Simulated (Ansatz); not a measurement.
# How many bands does the GW gap of Ag3AuSe2 (I4_132) need?

Wanted: a G0W0 gap for Ag3AuSe2 (I4_132) that is converged in bands and cutoff, or an estimate of the limit.

Method: G0W0 on r2SCAN, plane waves, PAW, in Ansatz 0.2.0.

Most raw output is cut from this account.

In doubt: one-shot GW on d or f shells is unsure (steps 2, 3, 4, 5, 6), so the values of those runs are not to be relied on.

**1. Starting point**

Symmetry: I4_132, No. 214, cubic system. The conventional cell has a = 9.950 Å, b = 9.950 Å, c = 9.950 Å, α = 90.00°, β = 90.00°, γ = 90.00°. Nearest to Ag lie 4 Se at 2.74 to 2.87 Å and 2 Au at 3.01 Å and 2 Ag at 3.01 Å. Nearest to Se lie 1 Au at 2.48 Å and 6 Ag at 2.74 to 2.87 Å. Nearest to Au lie 2 Se at 2.48 Å. Farther neighbours and most contacts between anions are not listed.

Geometry: measured cell, ions relaxed with r2SCAN. The runs that relaxed it are not among those shown. Spin-orbit coupling is left out unless a step names it.

**2. 800 empty bands, screening to 80 eV**

G0W0 replaces the xc potential by the self-energy, built once from these orbitals. Only a window of levels is corrected, while the sums run over the empty bands that the input names. This step takes hard PAW files.

The input, input.yaml:

```yaml
crystal:
  lattice:
    - [-4.975, 4.975, 4.975]
    - [4.975, -4.975, 4.975]
    - [4.975, 4.975, -4.975]
  atoms:
    - { symbol: Ag, position: [0.25, 0.6207106707, 0.3707106707] }
    - { symbol: Ag, position: [0.6207106707, 0.75, 0.3707106707] }
    - { symbol: Ag, position: [0.75, 0.8792893293, 0.1292893293] }
    - { symbol: Ag, position: [0.8792893293, 0.25, 0.1292893293] }
    - { symbol: Ag, position: [0.3707106707, 0.25, 0.6207106707] }
    - { symbol: Ag, position: [0.3707106707, 0.6207106707, 0.75] }
    - { symbol: Ag, position: [0.1292893293, 0.75, 0.8792893293] }
    - { symbol: Ag, position: [0.1292893293, 0.8792893293, 0.25] }
    - { symbol: Ag, position: [0.25, 0.1292893293, 0.8792893293] }
    - { symbol: Ag, position: [0.6207106707, 0.3707106707, 0.25] }
    - { symbol: Ag, position: [0.75, 0.3707106707, 0.6207106707] }
    - { symbol: Ag, position: [0.8792893293, 0.1292893293, 0.75] }
    - { symbol: Se, position: [0.5378148057, 0.5378148057, 0.5378148057] }
    - { symbol: Se, position: [0.5378148057, 0.5, 0.0] }
    - { symbol: Se, position: [0.5, 0.0, 0.9621851943] }
    - { symbol: Se, position: [0.0, 0.5378148057, 0.5] }
    - { symbol: Se, position: [0.9621851943, 0.5, 0.0] }
    - { symbol: Se, position: [0.9621851943, 0.9621851943, 0.9621851943] }
    - { symbol: Se, position: [0.0, 0.9621851943, 0.5] }
    - { symbol: Se, position: [0.5, 0.0, 0.5378148057] }
    - { symbol: Au, position: [0.25, 0.25, 0.25] }
    - { symbol: Au, position: [0.25, 0.5, 0.0] }
    - { symbol: Au, position: [0.5, 0.0, 0.25] }
    - { symbol: Au, position: [0.0, 0.25, 0.5] }
kpoints:
  mp_grid: { grid: [2, 2, 2] }
hamiltonian:
  xc: r2scan
  pseudopotentials: { kind: paw, source: ansatz }
scf:
  occupations: { method: fixed }
gw:
  n_empty_bands: 800
  ecut_chi: 80.0
  qp_bands: [v4, c4]
  qp_kpoints: band_edges
  screening: { model: contour_deformation }
```

The run is started by

```console
> ansatz run input.yaml --threads 16 --pin off --max-ram 82944MiB --backend cuda --events-out ev --progress --plain --runs-dir out --devices 1 --max-vram 78GiB
```

Wall time 16 s (1 × NVIDIA GB200 (shared by 2 runs) with 16 threads of Arm Neoverse V2, shared host); peak memory 9.3 GiB.

This step gave:

```yaml
bands_summed: 1016
rpa_eps_infinity_on_this_mesh_eigenvalues: 23.04, 23.04, 23.04
plane_waves_in_the_screening_matrix: 791
q_points_in_the_mesh: 8
g0w0_gap_on_the_mesh: 0.6053 eV
k_of_the_valence_top: 0, 0, 0
k_of_the_conduction_bottom: 0, 0, 0
starting_gap_on_the_mesh: 0.4610 eV
z_at_the_valence_top: 0.7453
z_at_the_conduction_bottom: 0.7695
least_direct_g0w0_gap_on_the_computed_points: 0.6053 eV
```

The gap on the mesh goes from 0.46 eV to 0.61 eV, a correction of +0.14 eV. Between the two edge states, bare exchange in place of the xc potential would open the gap by 6.12 eV, and correlation takes back 5.98 eV.

**3. 1470 empty bands, screening to 120 eV**

Another rung: the empty bands reach about as high as the screening cutoff, so the two stay in balance.

Changes to input.yaml since step 2:

```diff
@@ -38,4 +38,4 @@
 gw:
-  n_empty_bands: 800
-  ecut_chi: 80.0
+  n_empty_bands: 1470
+  ecut_chi: 120.0
   qp_bands: [v4, c4]
```

The job ended after 30 s (1 × NVIDIA GB200 (shared by 2 runs) with 16 threads; peak memory 12 GiB; 80 s of CPU time).

This step gave:

```yaml
bands_summed: 1686
rpa_eps_infinity_on_this_mesh_eigenvalues: 22.97, 22.97, 22.97
plane_waves_in_the_screening_matrix: 1481
q_points_in_the_mesh: 8
g0w0_gap_on_the_mesh: 0.6320 eV
k_of_the_valence_top: 0, 0, 0
k_of_the_conduction_bottom: 0, 0, 0
starting_gap_on_the_mesh: 0.4610 eV
z_at_the_valence_top: 0.7435
z_at_the_conduction_bottom: 0.7681
least_direct_g0w0_gap_on_the_computed_points: 0.6320 eV
```

Against the run with 2×2×2 mesh, 800 empty bands, screening to 80 eV, hard PAW files, the gap moves by +0.03 eV.

**4. 2929 empty bands, screening to 190 eV**

Changes to input.yaml since step 3:

```diff
@@ -38,4 +38,4 @@
 gw:
-  n_empty_bands: 1470
-  ecut_chi: 120.0
+  n_empty_bands: 2929
+  ecut_chi: 190.0
   qp_bands: [v4, c4]
```

The job ended after 67 s (1 × NVIDIA GB200 (shared by 2 runs) with 16 threads; peak memory 21 GiB; 2.8 min of CPU time).

Numbers from this step:

| Item | Value |
| --- | --- |
| bands summed | 3145 |
| RPA ε∞ on this mesh (eigenvalues) | 22.95, 22.95, 22.95 |
| plane waves in the screening matrix | 2899 |
| G0W0 gap on the mesh | 0.6297 eV |
| k of the valence top | 0, 0, 0 |
| k of the conduction bottom | 0, 0, 0 |
| starting gap on the mesh | 0.4610 eV |
| least direct G0W0 gap on the computed points | 0.6297 eV |

Against the run with 2×2×2 mesh, 1470 empty bands, screening to 120 eV, hard PAW files, the gap moves by −0.002 eV.

**5. 5240 empty bands, screening to 280 eV**

Changes to input.yaml since step 4:

```diff
@@ -38,4 +38,4 @@
 gw:
-  n_empty_bands: 2929
-  ecut_chi: 190.0
+  n_empty_bands: 5240
+  ecut_chi: 280.0
   qp_bands: [v4, c4]
```

Run time: 4.4 min. Hardware: 1 × NVIDIA GB200 (shared by 2 runs) with 16 threads; peak memory 35 GiB; 6.5 min of CPU time.

Numbers from this step:

```yaml
bands_summed: 5456
rpa_eps_infinity_on_this_mesh_eigenvalues: 22.92, 22.92, 22.92
plane_waves_in_the_screening_matrix: 5281
g0w0_gap_on_the_mesh: 0.6359 eV
k_of_the_valence_top: 0, 0, 0
k_of_the_conduction_bottom: 0, 0, 0
starting_gap_on_the_mesh: 0.4610 eV
least_direct_g0w0_gap_on_the_computed_points: 0.6359 eV
```

Against the run with 2×2×2 mesh, 2929 empty bands, screening to 190 eV, hard PAW files, the gap moves by +0.006 eV.

**6. Changing the k mesh: 4×4×4 mesh, 800 empty bands, screening to 80 eV, hard PAW files**

Only the mesh changes. It samples the long-range screening, which converges on its own terms. Bands and cutoff differ from the step before, so it is read against an earlier run that matches them.

Changes to input.yaml since step 5:

```diff
@@ -31,3 +31,3 @@
 kpoints:
-  mp_grid: { grid: [2, 2, 2] }
+  mp_grid: { grid: [4, 4, 4] }
 hamiltonian:
@@ -38,4 +38,4 @@
 gw:
-  n_empty_bands: 5240
-  ecut_chi: 280.0
+  n_empty_bands: 800
+  ecut_chi: 80.0
   qp_bands: [v4, c4]
```

Elapsed: 3 min, on 1 × NVIDIA GB200 (shared by 2 runs) with 16 threads; peak memory 17 GiB.

This step gave:

```
bands summed                                 : 1016
RPA ε∞ on this mesh (eigenvalues)            : 13.59, 13.59, 13.59
plane waves in the screening matrix          : 791
G0W0 gap on the mesh                         : 0.6445 eV
k of the valence top                         : 0, 0, 0
k of the conduction bottom                   : 0, 0, 0
starting gap on the mesh                     : 0.4715 eV
least direct G0W0 gap on the computed points : 0.6445 eV
```

Against the run with 2×2×2 mesh, 800 empty bands, screening to 80 eV, hard PAW files, the gap moves by +0.04 eV.

**7. Convergence and cost**

Times are wall times on 1 × NVIDIA GB200 (shared by 2 runs) with 16 threads of Arm Neoverse V2, shared host, good to a factor of about two.

```tsv
mesh	files	frequency	bands summed	cutoff (eV)	start (eV)	G0W0 (eV)	time	host memory (GiB)
2×2×2	hard PAW	contour deformation	1016	80	0.461	0.605	16 s	9.3
2×2×2	hard PAW	contour deformation	1686	120	0.461	0.632	30 s	12
2×2×2	hard PAW	contour deformation	3145	190	0.461	0.630	67 s	21
2×2×2	hard PAW	contour deformation	5456	280	0.461	0.636	4.4 min	35
4×4×4	hard PAW	contour deformation	1016	80	0.472	0.645	3 min	17
```

How the two edges are built up, in eV (the quasiparticle level is the starting level plus Σx plus Σc less Vxc):

```tsv
run	edge	start	Σx	Σc	Vxc	Z	QP
1016 bands	valence top	13.81	-24.45	2.74	-21.80	0.75	13.90
1016 bands	conduction bottom	14.28	-13.36	-3.23	-16.83	0.77	14.51
1686 bands	valence top	13.81	-24.45	2.54	-21.80	0.74	13.70
1686 bands	conduction bottom	14.28	-13.36	-3.41	-16.83	0.77	14.33
3145 bands	valence top	13.81	-24.45	2.37	-21.80	0.74	13.54
3145 bands	conduction bottom	14.28	-13.36	-3.58	-16.83	0.77	14.17
5456 bands	valence top	13.81	-24.45	2.29	-21.80	0.74	13.45
5456 bands	conduction bottom	14.28	-13.36	-3.66	-16.83	0.77	14.09
```

**8. What came out**

* 1016 bands, 80 eV: 0.605 eV
* 1686 bands, 120 eV: 0.632 eV
* 3145 bands, 190 eV: 0.630 eV
* 5456 bands, 280 eV: 0.636 eV
* mesh and start: 2×2×2, r2SCAN

In words: From 1016 to 5456 bands the gap moves by +0.03 eV while the time grows 17-fold. Σc changes by −0.45 eV at the valence top and −0.42 eV at the conduction bottom, so the levels themselves move more than the gap between them. The gap turns back along the series, so no limit is drawn from it. On the 4×4×4 mesh in place of 2×2×2 the gap differs by +0.04 eV, of which +0.01 eV is already in the start. Gaps are over the mesh's points; an edge off the mesh would be missed. The 2×2×2 mesh is coarse for this cell (its supercell is 17 Å along the shortest edge). The RPA ε∞ on it, from the r2SCAN start, is 22.92; such meshes misread the long-range screening, most where the gap is narrow. A d shell, filled or nearly so, lies near the gap. One-shot GW converges very slowly in bands there, not always from below, and on a semilocal start the gap tends to come out low; starts rich in exact exchange can overshoot instead. The many-body steps are scalar-relativistic: spin-orbit coupling is not in them.

[Paths, hosts, dates, memory and timing lines, banners, echoed tables and standing remarks are left out of the program output.]

[Logs are printed without paths, hosts, clocks, repeated set-up lines and the standing remarks that a program may print on its own settings, such as how far it seeks lower states.]

[Runs of the session that timed out or met a known fault of the program may be left out.]

[Cells called generated may have been cut or substituted from an entry of the Crystallography Open Database or the Materials Project.]

[Hosts, paths, dates, database ids (printed as entryN), source tags and the programs' standing remarks are cut or masked in the printed files.]
